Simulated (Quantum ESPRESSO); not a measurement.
# NaMnCl3: parallel and opposed starts, part 2 of 2

Aim: find out which collinear order of NaMnCl3 costs least.

Quantum ESPRESSO 7.5; PBEsol; plane waves with GBRV 1.5 PBEsol potentials, no spin-orbit coupling.

So far: Set-up; Run 1 (ferro ++).

**3. Run 2, typed as antiferro +−**

pw.in

```
&CONTROL
  calculation = 'scf'
  prefix = 'pwscf'
  outdir = './tmp'
  pseudo_dir = './pseudo'
  disk_io = 'nowf'
/
&SYSTEM
  ibrav = 0
  celldm(1) = 8
  nat = 10
  ntyp = 4
  ecutwfc = 40
  ecutrho = 280
  nbnd = 59
  occupations = 'smearing'
  smearing = 'fd'
  degauss = 0.00367493
  nspin = 2
  starting_magnetization(1) = 0
  starting_magnetization(2) = 0.3
  starting_magnetization(3) = -0.3
  starting_magnetization(4) = 0
/
&ELECTRONS
  conv_thr = 2d-08
  electron_maxstep = 150
  mixing_beta = 0.3
/
ATOMIC_SPECIES
Na     22.9898 na_pbesol_v1.5.uspp.F.UPF
Mn1    54.9380 mn_pbesol_v1.5.uspp.F.UPF
Mn2    54.9380 mn_pbesol_v1.5.uspp.F.UPF
Cl     35.4500 cl_pbesol_v1.4.uspp.F.UPF
CELL_PARAMETERS alat
   0.7784490554630    0.4494377717186    1.4666636884752
  -0.7784490554630    0.4494377717186    1.4666636884752
   0.0000000000000   -0.8988755434372    1.4666636884752
ATOMIC_POSITIONS crystal
Na      0.1449000000    0.1449000000    0.1449000000
Na      0.8551000000    0.8551000000    0.8551000000
Mn1     0.3407000000    0.3407000000    0.3407000000
Mn2     0.6593000000    0.6593000000    0.6593000000
Cl      0.4490000000    0.7169000000    0.0672000000
Cl      0.0672000000    0.4490000000    0.7169000000
Cl      0.7169000000    0.0672000000    0.4490000000
Cl      0.5510000000    0.2831000000    0.9328000000
Cl      0.9328000000    0.5510000000    0.2831000000
Cl      0.2831000000    0.9328000000    0.5510000000
K_POINTS automatic
4 4 4 0 0 0
```

The run is started by

```console
OMP_NUM_THREADS=1 mpirun -n 4 pw.x -nk 4 -in pw.in > pw.out
```

Log:

```text
[banner, memory and clock lines left out]
Program PWSCF v.7.5 starts

     Message from routine setup:
     using ibrav=0 with symmetry is DISCOURAGED, use correct ibrav instead

     bravais-lattice index     =            0
     lattice parameter (alat)  =       8.0000  a.u.
     unit-cell volume          =    1576.3459 (a.u.)^3
     number of atoms/cell      =           10
     number of atomic types    =            4
     number of electrons       =        90.00
     number of Kohn-Sham states=           59
     kinetic-energy cutoff     =      40.0000  Ry
     charge density cutoff     =     280.0000  Ry
     scf convergence threshold =      2.0E-08
     mixing beta               =       0.3000
     number of iterations used =            8  plain     mixing
     Exchange-correlation= SLA  PW   PSX  PSC
                           (   1   4  10   8   0   0   0)

     celldm(1)=   8.000000  celldm(2)=   0.000000  celldm(3)=   0.000000
     celldm(4)=   0.000000  celldm(5)=   0.000000  celldm(6)=   0.000000

     crystal axes: (cart. coord. in units of alat)
               a(1) = (   0.778449   0.449438   1.466664 )
               a(2) = (  -0.778449   0.449438   1.466664 )
               a(3) = (   0.000000  -0.898876   1.466664 )

     reciprocal axes: (cart. coord. in units 2 pi/alat)
               b(1) = (  0.642303  0.370834  0.227273 )
               b(2) = ( -0.642303  0.370834  0.227273 )
               b(3) = (  0.000000 -0.741667  0.227273 )

     PseudoPot. # 1 for Na read from file:
     na_pbesol_v1.5.uspp.F.UPF
     Pseudo is Ultrasoft, Zval =  9.0

     PseudoPot. # 2 for Mn read from file:
     mn_pbesol_v1.5.uspp.F.UPF
     Pseudo is Ultrasoft + core correction, Zval = 15.0

     PseudoPot. # 3 for Mn read from file:
     mn_pbesol_v1.5.uspp.F.UPF
     Pseudo is Ultrasoft + core correction, Zval = 15.0

     PseudoPot. # 4 for Cl read from file:
     cl_pbesol_v1.4.uspp.F.UPF
     Pseudo is Ultrasoft + core correction, Zval =  7.0

     atomic species   valence    mass     pseudopotential
     Na                9.00    22.98980     Na( 1.00)
     Mn1              15.00    54.93800     Mn( 1.00)
     Mn2              15.00    54.93800     Mn( 1.00)
     Cl                7.00    35.45000     Cl( 1.00)

     Starting magnetic structure
     atomic species   magnetization
     Na              0.000
     Mn1             0.300
     Mn2            -0.300
     Cl              0.000

      3 Sym. Ops. (no inversion) found

   Cartesian axes

     site n.     atom                  positions (alat units)
         1        Na     tau(   1) = (   0.0000000  -0.0000000   0.6375587  )
         2        Na     tau(   2) = (   0.0000000  -0.0000000   3.7624324  )
         3        Mn1    tau(   3) = (   0.0000000   0.0000000   1.4990770  )
         4        Mn2    tau(   4) = (   0.0000000   0.0000000   2.9009141  )
         5        Cl     tau(   5) = (  -0.2085465   0.4635951   1.8085430  )
         6        Cl     tau(   6) = (  -0.2972118  -0.4124041   1.8085430  )
         7        Cl     tau(   7) = (   0.5057584  -0.0511910   1.8085430  )
         8        Cl     tau(   8) = (   0.2085465  -0.4635951   2.5914481  )
         9        Cl     tau(   9) = (   0.2972118   0.4124041   2.5914481  )
        10        Cl     tau(  10) = (  -0.5057584   0.0511910   2.5914481  )

     number of k points=    14  Fermi-Dirac smearing, width (Ry)=  0.0037
                       cart. coord. in units 2pi/alat
        k(    1) = (   0.0000000   0.0000000   0.0000000), wk =   0.0156250
        k(    2) = (   0.0000000  -0.1854168   0.0568183), wk =   0.0937500
        k(    3) = (   0.0000000   0.3708337  -0.1136366), wk =   0.0468750
        k(    4) = (  -0.1605757  -0.0927084   0.1136366), wk =   0.0937500
        k(    5) = (  -0.1605757   0.4635421  -0.0568183), wk =   0.0937500
        [... 9 further k-points ...]

     Dense  grid:   124791 G-vectors     FFT dimensions: (  75,  75,  75)

     Smooth grid:    53855 G-vectors     FFT dimensions: (  60,  60,  60)

     Check: negative core charge=   -0.000017
     Generating pointlists ...
     new r_m :   0.2649 (alat units)  2.1192 (a.u.) for type    1
     new r_m :   0.2455 (alat units)  1.9639 (a.u.) for type    2
     new r_m :   0.2455 (alat units)  1.9639 (a.u.) for type    3
     new r_m :   0.2455 (alat units)  1.9639 (a.u.) for type    4

     Initial potential from superposition of free atoms

     starting charge      88.9869, renormalised to      90.0000

     negative rho (up, down):  4.648E-02 4.648E-02
     Starting wfcs are   60 randomized atomic wfcs

     Self-consistent Calculation

     iteration #  1     ecut=    40.00 Ry     beta= 0.30
     Davidson diagonalization with overlap
     ethr =  1.00E-02,  avg # of iterations =  6.0

     Threshold (ethr) on eigenvalues was too large:
     Diagonalizing with lowered threshold

     Davidson diagonalization with overlap
     ethr =  3.29E-04,  avg # of iterations =  5.5

     negative rho (up, down):  4.647E-02 4.647E-02

     total energy              =    -812.63934962 Ry
     estimated scf accuracy    <       0.29691317 Ry

     total magnetization       =    -0.00 Bohr mag/cell
     absolute magnetization    =     9.52 Bohr mag/cell

     iteration #  2     ecut=    40.00 Ry     beta= 0.30
     Davidson diagonalization with overlap
     ethr =  3.30E-04,  avg # of iterations =  2.0

     negative rho (up, down):  4.599E-02 4.598E-02

     total energy              =    -812.66537758 Ry
     estimated scf accuracy    <       0.06119494 Ry

     total magnetization       =     0.00 Bohr mag/cell
     absolute magnetization    =     9.46 Bohr mag/cell

     [... further iterations left out ...]

     iteration # 10     ecut=    40.00 Ry     beta= 0.30
     Davidson diagonalization with overlap
     ethr =  2.44E-10,  avg # of iterations =  3.8

     negative rho (up, down):  4.457E-02 4.457E-02

     total energy              =    -812.68049490 Ry
     estimated scf accuracy    <       0.00000003 Ry

     total magnetization       =    -0.00 Bohr mag/cell
     absolute magnetization    =     9.56 Bohr mag/cell

     iteration # 11     ecut=    40.00 Ry     beta= 0.30
     Davidson diagonalization with overlap
     ethr =  3.71E-11,  avg # of iterations =  3.4

     negative rho (up, down):  4.456E-02 4.456E-02

     Magnetic moment per site  (integrated on atomic sphere of radius R)
     atom   1 (R=0.265)  charge=  8.0981  magn= -0.0019
     atom   2 (R=0.265)  charge=  8.0981  magn=  0.0019
     atom   3 (R=0.245)  charge= 13.0174  magn=  4.3473
     atom   4 (R=0.245)  charge= 13.0174  magn= -4.3473
     atom   5 (R=0.245)  charge=  5.5458  magn=  0.0032
     atom   6 (R=0.245)  charge=  5.5458  magn=  0.0032
     atom   7 (R=0.245)  charge=  5.5458  magn=  0.0032
     atom   8 (R=0.245)  charge=  5.5458  magn= -0.0032
     atom   9 (R=0.245)  charge=  5.5458  magn= -0.0032
     atom  10 (R=0.245)  charge=  5.5458  magn= -0.0032

     End of self-consistent calculation

     [... lines left out ...]
     the Fermi energy is     4.6775 ev

!    total energy              =    -812.68049506 Ry
     estimated scf accuracy    <       0.00000001 Ry
     smearing contrib. (-TS)   =      -0.00000000 Ry
     internal energy E=F+TS    =    -812.68049506 Ry

     The total energy is F=E-TS. E is the sum of the following terms:
     one-electron contribution =    -558.00757189 Ry
     hartree contribution      =     303.51907005 Ry
     xc contribution           =    -137.43001418 Ry
     ewald contribution        =    -420.76197905 Ry

     total magnetization       =    -0.00 Bohr mag/cell
     absolute magnetization    =     9.56 Bohr mag/cell

     convergence has been achieved in  11 iterations
```

Elapsed: 2 min, on 4 MPI ranks of Arm Neoverse V1, shared host; peak memory 1.1 GiB; 7.8 min of CPU time.

Spin moment in the atom's sphere by atom:

```csv
atom,spin moment in the atom's sphere (μB)
Na1,0.00
Na2,0.00
Mn3,4.35
Mn4,-4.35
Cl5,0.00
Cl6,0.00
Cl7,0.00
Cl8,0.00
Cl9,0.00
Cl10,0.00
```

This step gave:

```
smearing term TS       : 4.76e-11 eV
magnetization          : 0 μB
absolute magnetization : 9.555 μB
final state            : antiferromagnetic
```

**4. Ranking**

An order is kept where moments of 0.15 μB or more survive with the typed signs; meshes match where a doubled cell samples the same k points as the first cell.

Orders:

```
       start        final state  typed order kept  energy over the lowest (meV a seeded atom)  largest site moment (μB)  net moment (μB a cell of the first run)  mesh matched  CPU time (s)
    ferro ++      ferromagnetic               yes                                       5.243                     4.361                                       10           yes         492.9
antiferro +-  antiferromagnetic               yes                                           0                     4.347                                        0           yes         468.3
```

**5. What came out**

| Item | Value |
| --- | --- |
| lowest state found | antiferromagnetic (from antiferro +-) |
| largest site moment | 4.35 μB |
| next state with moments | ferromagnetic, 5.24 meV a seeded atom higher |

What this shows: This is the lowest of 2 collinear or spinless starts, no proof of the ground state. No Hubbard term acts here. In such compounds local and semilocal functionals without one often delocalise the d electrons, and can shrink or lose moments and miss the size, sign and order of the couplings.

[Logs and program files are shortened in this print: banners, set-up blocks, solver, clock and traceback lines can be left out without a mark of their own.]

[Logs are printed without paths, hosts, clocks, repeated set-up lines and the standing remarks that a program may print on its own settings, such as how far it seeks lower states.]

[Hosts, paths, dates, database ids (printed as entryN), source tags and the programs' standing remarks are cut or masked in the printed files.]

[Where a cell is said to come from a database of computed structures, the database is the Materials Project.]
